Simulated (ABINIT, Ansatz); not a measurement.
# A GW chain in ABINIT: Li2SnF6 (P-31m), part 3 of 3

How does a plane-wave GW calculation on Li2SnF6 (P-31m) run from the first input to the gap?

ABINIT 10.8.3; PBEsol and many-body steps on it, plane waves. Known limits of the many-body steps: not at the basis limit; no spin-orbit coupling; coarse k mesh.

So far. Step 3 (Bands along the symmetry lines): The gap is 5.224 eV, as in the run before at this level. Step 4 (Empty states on the mesh, 3×3×2 mesh, 89 bands): On this mesh the gap is 5.250 eV.

## 5. Screening, 3×3×2 mesh, 81 bands, screening to 98 eV

The RPA dielectric matrix is built and inverted for each q.

This step: RPA screening on PBEsol, plane waves, norm-conserving pseudopotentials.

File run.abi:

```
acell 3*1.0 Angstrom
rprim 
  4.909513934494 -0.000000000024 0.000000000000
  -2.454756967227 4.251763787517 0.000000000000
  0.000000000000 0.000000000000 4.538039080000
ntypat 3
znucl 3 50 9
natom 9
typat 1 1 2 3 3 3 3 3 3
xred 
  0.666666666667 0.333333333333 0.500000000000
  0.333333333333 0.666666666667 0.500000000000
  0.000000000000 0.000000000000 0.000000000000
  0.329091060000 0.329091060000 0.255027190000
  0.670908940000 0.670908940000 0.744972810000
  0.670908940000 0.000000000000 0.255027190000
  0.329091060000 0.000000000000 0.744972810000
  0.000000000000 0.670908940000 0.255027190000
  0.000000000000 0.329091060000 0.744972810000
pp_dirpath "pseudos"
pseudos "Li.upf, Sn.upf, F.upf"
ecut 44
ngkpt 3 3 2
nshiftk 1
shiftk 0 0 0
kptopt 1
chksymbreak 0
istwfk *1
occopt 1
irdwfk 1
optdriver 3
nband 81
ecuteps 3.6
inclvkb 2
awtr 1
symchi 1
indata_prefix "in"
outdata_prefix "out"
tmpdata_prefix "tmp"
```

On the command line:

```sh
$ OMP_NUM_THREADS=1 mpirun -n 4 abinit run.abi > log
```

Numbers of over 12 decimals in the logs are rounded to 6 here.

Log:

```text
.Version 10.8.3 of ABINIT. v10.8.2 released Aug 2026.

 Symmetries : space group P-3 1 m (#162); Bravais hP (primitive hexag.)
[... echo of the input left out ...]
== DATASET  1 ==================================================================
-   mpi_nproc: 4, omp_nthreads: 1 (-1 if OMP is not activated)

--- !DatasetInfo
iteration_state: {dtset: 1, }
dimensions: {natom: 9, nkpt: 6, mband: 81, nsppol: 1, nspinor: 1, nspden: 1, mpw: 8940, }
cutoff_energies: {ecut:  44.0, pawecutdg:  -1.0, }
electrons: {nelect:   7.00000000E+01, charge:   0.00000000E+00, occopt:   1.00000000E+00, tsmear:   1.00000000E-02, }

 SCREENING: Calculation of the susceptibility and dielectric matrices

 Based on a program developped by R.W. Godby, V. Olevano, G. Onida, and L. Reining.
 Incorporated in ABINIT by V. Olevano, G.-M. Rignanese, and M. Torrent.
.Using double precision arithmetic ; gwpc =  8

[... cell and pseudopotentials left out ...]
--------------------------------------------------------------------------------

 ==== K-mesh for the wavefunctions ====
 Number of points in the irreducible wedge :     6
[... list of points left out ...]
 Together with 12 symmetry operations and time-reversal symmetry
 yields    18 points in the full Brillouin Zone.

 ==== Q-mesh for the screening function ====
 Number of points in the irreducible wedge :     6
[... list of points left out ...]
 Together with 12 symmetry operations and time-reversal symmetry
 yields    18 points in the full Brillouin Zone.

 setmesh: FFT mesh size selected  =    32x   32x   36
          total number of points  =        36864

 vcoul_init : cutoff-mode = AUXILIARY_FUNCTION
 q-points for optical limit:   1
     1)      0.000010    0.000020    0.000030

- screening: taking advantage of time-reversal symmetry
- Maximum band index for partially occupied states nbvw = 35
- Remaining bands to be divided among processors   nbcw = 46
- Number of bands treated by each node ~11

 Number of electrons calculated from density =   70.0000; Expected =   70.0000
 average of density, n =  0.109503
 r_s =    1.2967
 omega_plasma =   31.9204 [eV]

 calculating chi0 at frequencies [eV] :
  1    0.000000E+00    0.000000E+00
  2    0.000000E+00    3.192040E+01

--------------------------------------------------------------------------------
  q-point number  1        q = ( 0.000000, 0.000000, 0.000000) [r.l.u.]
--------------------------------------------------------------------------------
[... chi0 elements left out ...]
 For q-point:  0.000010 0.000020 0.000030
  dielectric constant =   2.1864
  dielectric constant without local fields =   2.3177

  Average fulfillment of the sum rule on Im[epsilon] for q-point    1 :     24.43  [%]
[... wings left out ...]
  q-point number  2        q = ( 0.333333, 0.000000, 0.000000) [r.l.u.]
--------------------------------------------------------------------------------
[... chi0 elements left out ...]
  Average fulfillment of the sum rule on Im[epsilon] for q-point    2 :     32.14  [%]

 [... 4 further q-points ...]
```

It took 46 s on 4 MPI ranks of Arm Neoverse V1, shared host; peak memory 1.4 GiB.

Numbers from this step:

* ε∞ with local fields, on this mesh, along the program's q direction: 2.186
* the same without local fields: 2.318
* plasma frequency: 31.92 eV
* plane waves in the screening matrix: 199

Local fields lower ε∞ by 6 %. On a Γ-centred mesh this coarse the value itself is usually too large, while a short band sum pulls it down.

## 6. Self-energy, 3×3×2 mesh, 81 bands, screening to 98 eV

The self-energy is evaluated for the states that the input lists, and the levels follow from it, in one-shot runs by the linearised quasiparticle equation.

This step: G0W0 on PBEsol, plane waves, norm-conserving pseudopotentials.

Changes to run.abi since step 5:

```diff
@@ -30,8 +30,17 @@
 irdwfk 1
-optdriver 3
+optdriver 4
 nband 81
+gwcalctyp 0
+ecutsigx 44
+symsigma 1
+nkptgw 2
+kptgw 
+  0.3333333333 0.0000000000 0.0000000000
+  0.0000000000 0.0000000000 0.0000000000
+bdgw 
+  34 37
+  33 37
 ecuteps 3.6
-inclvkb 2
-awtr 1
-symchi 1
+irdscr 1
+ppmodel 1
 indata_prefix "in"
```

Log:

```text
.Version 10.8.3 of ABINIT. v10.8.2 released Aug 2026.

 Symmetries : space group P-3 1 m (#162); Bravais hP (primitive hexag.)
[... echo of the input left out ...]
== DATASET  1 ==================================================================
-   mpi_nproc: 4, omp_nthreads: 1 (-1 if OMP is not activated)

--- !DatasetInfo
iteration_state: {dtset: 1, }
dimensions: {natom: 9, nkpt: 6, mband: 81, nsppol: 1, nspinor: 1, nspden: 1, mpw: 8940, }
cutoff_energies: {ecut:  44.0, pawecutdg:  -1.0, }
electrons: {nelect:   7.00000000E+01, charge:   0.00000000E+00, occopt:   1.00000000E+00, tsmear:   1.00000000E-02, }

 SIGMA: Calculation of the GW corrections

 Based on a program developped by R.W. Godby, V. Olevano, G. Onida, and L. Reining.
 Incorporated in ABINIT by V. Olevano, G.-M. Rignanese, and M. Torrent.
.Using double precision arithmetic ; gwpc =  8

[... cell and pseudopotentials left out ...]
--------------------------------------------------------------------------------

 ==== K-mesh for the wavefunctions ====
 Number of points in the irreducible wedge :     6
[... list of points left out ...]
 Together with 12 symmetry operations and time-reversal symmetry
 yields    18 points in the full Brillouin Zone.

 ==== Q-mesh for screening function ====
 Number of points in the irreducible wedge :     6
[... list of points left out ...]
 Together with 12 symmetry operations and time-reversal symmetry
 yields    18 points in the full Brillouin Zone.

 vcoul_init : cutoff-mode = AUXILIARY_FUNCTION
 q-points for optical limit:   1
     1)      0.000010    0.000020    0.000030
 setmesh: FFT mesh size selected  =    48x   48x   54
          total number of points  =       124416

 Number of electrons calculated from density =   70.0000; Expected =   70.0000
 average of density, n =  0.109503
 r_s =    1.2967
 omega_plasma =   31.9204 [eV]

 === KS Band Gaps ===
  >>>> For spin  1
   Minimum direct gap =   5.2744 [eV], located at k-point      :   0.0000  0.0000  0.0000
   Fundamental gap    =   5.2499 [eV], Top of valence bands at :   0.3333  0.0000  0.0000
                                       Bottom of conduction at :   0.0000  0.0000  0.0000
 SIGMA fundamental parameters:
 PLASMON POLE MODEL  1
 number of plane-waves for SigmaX                 8887
 number of plane-waves for SigmaC and W            199
 number of plane-waves for wavefunctions          8887
 number of bands                                    81
 number of independent spin polarizations            1
 number of spinorial components                      1
 number of k-points in IBZ                           6
 number of q-points in IBZ                           6
 number of symmetry operations                      12
 number of k-points in BZ                           18
 number of q-points in BZ                           18
 number of frequencies for dSigma/dE                 9
 frequency step for dSigma/dE [eV]                0.25
 number of omega for Sigma on real axis              0
 max omega for Sigma on real axis  [eV]           0.00
 zcut for avoiding poles [eV]                     0.10

 EPSILON^-1 parameters (SCR file):
 dimension of the eps^-1 matrix on file            199
 dimension of the eps^-1 matrix used               199
 number of plane-waves for wavefunctions          8887
 number of bands                                    81
 number of q-points in IBZ                           6
 number of frequencies                               2
 number of real frequencies                          1
 number of imag frequencies                          1

 matrix elements of self-energy operator (all in [eV])

 Perturbative Calculation

--- !SelfEnergy_ee
iteration_state: {dtset: 1, }
kpoint     : [   0.333,    0.000,    0.000, ]
spin       : 1
KS_gap     :    6.060
QP_gap     :   10.919
Delta_QP_KS:    4.859
data: !SigmaeeData |
     Band     E0 <VxcDFT>   SigX SigC(E0)      Z dSigC/dE  Sig(E)    E-E0       E
       34  -0.018 -22.673 -30.561   5.427   0.811  -0.234 -24.668  -1.994  -2.012
       35   0.128 -22.835 -30.793   5.470   0.811  -0.234 -24.852  -2.017  -1.888
       36   6.188 -18.733 -13.691  -1.754   0.865  -0.157 -15.890   2.843   9.031
       37  10.557 -14.388  -8.866  -2.522   0.878  -0.139 -11.754   2.634  13.191

--- !SelfEnergy_ee
iteration_state: {dtset: 1, }
kpoint     : [   0.000,    0.000,    0.000, ]
spin       : 1
KS_gap     :    5.274
QP_gap     :    9.811
Delta_QP_KS:    4.536
data: !SigmaeeData |
     Band     E0 <VxcDFT>   SigX SigC(E0)      Z dSigC/dE  Sig(E)    E-E0       E
       33  -0.031 -22.762 -30.553   5.389   0.811  -0.233 -24.710  -1.948  -1.979
       34  -0.031 -22.762 -30.553   5.389   0.811  -0.233 -24.710  -1.948  -1.979
       35   0.104 -22.871 -30.733   5.416   0.811  -0.233 -24.854  -1.984  -1.880
       36   5.378 -17.110 -12.307  -1.875   0.872  -0.147 -14.557   2.553   7.931
       37  10.965 -12.455  -6.731  -2.788   0.884  -0.131  -9.860   2.595  13.560

== END DATASET(S) ==============================================================
================================================================================

 -outvars: echo values of variables after computation  --------
           etotal      0.0000000000E+00
            nband          81
             nkpt           6
          spgroup         162
 [... the other variables as echoed above ...]

 Calculation completed.
```

Elapsed: 9.2 s, on 4 MPI ranks; peak memory 1.1 GiB; 36 s of CPU time.

Numbers from this step:

| Property | Result |
| --- | --- |
| G0W0 gap on the points computed | 9.811 eV |
| starting gap on the mesh | 5.250 eV |
| k of the valence top | 0, 0, 0 |
| k of the conduction bottom | 0, 0, 0 |
| Z at the valence top | 0.811 |
| Z at the conduction bottom | 0.872 |
| least direct G0W0 gap on the computed points | 9.811 eV |

The gap on the mesh goes from 5.25 eV to 9.81 eV, a correction of +4.56 eV. The start differs from the 5.22 eV found before because the two sample other k points.

Limits: finite bands, cutoff and mesh; no spin-orbit coupling; coarse k mesh. v1 is the top filled band, c1 the lowest empty one. The levels before and after the correction (eV, zero at the valence-band top of each column):

```csv
,conduction bottom,valence top
Kohn-Sham,5.25,0.00
G0W0,9.81,0.00
```

```csv
,level,energy (eV)
Kohn-Sham,Γ v3-v2,-0.160
Kohn-Sham,Γ v1,-0.024
Kohn-Sham,Γ c1,5.250
Kohn-Sham,Γ c2,10.837
G0W0,Γ v3-v2,-0.099
G0W0,Γ v1,0.000
G0W0,Γ c1,9.811
G0W0,Γ c2,15.440
```

## 7. Where the time went

Times are wall times on 4 MPI ranks of Arm Neoverse V1, shared host, good to a factor of about two.

```csv
step,time,share,memory (GiB)
ground state,2.2 min,41 %,0.56
bands along the symmetry lines,90 s,28 %,0.58
empty states on the mesh,46 s,14 %,0.42
screening,46 s,14 %,1.4
self-energy,9.2 s,3 %,1.1
```

## 8. Results

```
PBEsol gap                           : 5.22 eV, indirect
G0W0 gap on the mesh                 : 9.81 eV
G0W0 gap over the zone (rigid shift) : 9.79 eV
GW settings                          : 3×3×2 mesh, 81 bands, screening to 98 eV, Godby-Needs plasmon pole
known limits                         : not at the basis limit; no spin-orbit coupling; coarse k mesh
```

**Reading.** G0W0 moves the gap on the mesh from 5.25 eV to 9.81 eV (+4.56 eV), with Z of 0.81 and 0.87 at the edges. The mesh misses the band edges by 0.03 eV in all; a rigid shift gives 9.79 eV for the zone. Local fields lower the RPA ε∞ on this mesh from 2.32 to 2.19; a Γ-centred mesh this coarse tends to raise both, most where the direct gap is narrow, while a short band sum lowers them. Only 2 of the mesh's irreducible points were corrected, so a valley elsewhere could overtake. The dearest step here is «ground state». Bands and cutoff are finite, so the gap is not at the basis limit. The miss can reach some tenths of an eV and take either sign; the mesh is an error of its own. In the G0W0 run levels were corrected at 2 k points alone, so a gap called «on the mesh» is the least over those, and an edge elsewhere would be missed. The 3×3×2 mesh is coarse for this cell, which bears on the long-range parts of exchange and screening. The many-body steps are scalar-relativistic: spin-orbit coupling is not in them.

[Paths, hosts, dates, memory and timing lines, banners, echoed tables and standing remarks are left out of the program output.]

[Logs are printed without paths, hosts, clocks, repeated set-up lines and the standing remarks that a program may print on its own settings, such as how far it seeks lower states.]

[Runs of the session that timed out or met a known fault of the program may be left out.]

[Hosts, paths, dates, database ids (printed as entryN), source tags and the programs' standing remarks are cut or masked in the printed files.]

[G0W0 gaps are taken among the corrected bands and points alone; a level outside them can change the order at an edge.]

[Where Ansatz stands beside ABINIT at settings called matched, ABINIT's density can come from a denser mesh and the files from another edition; pairs whose starting gaps differed by over 0.03 eV were left out, so agreement reads better than it is.]
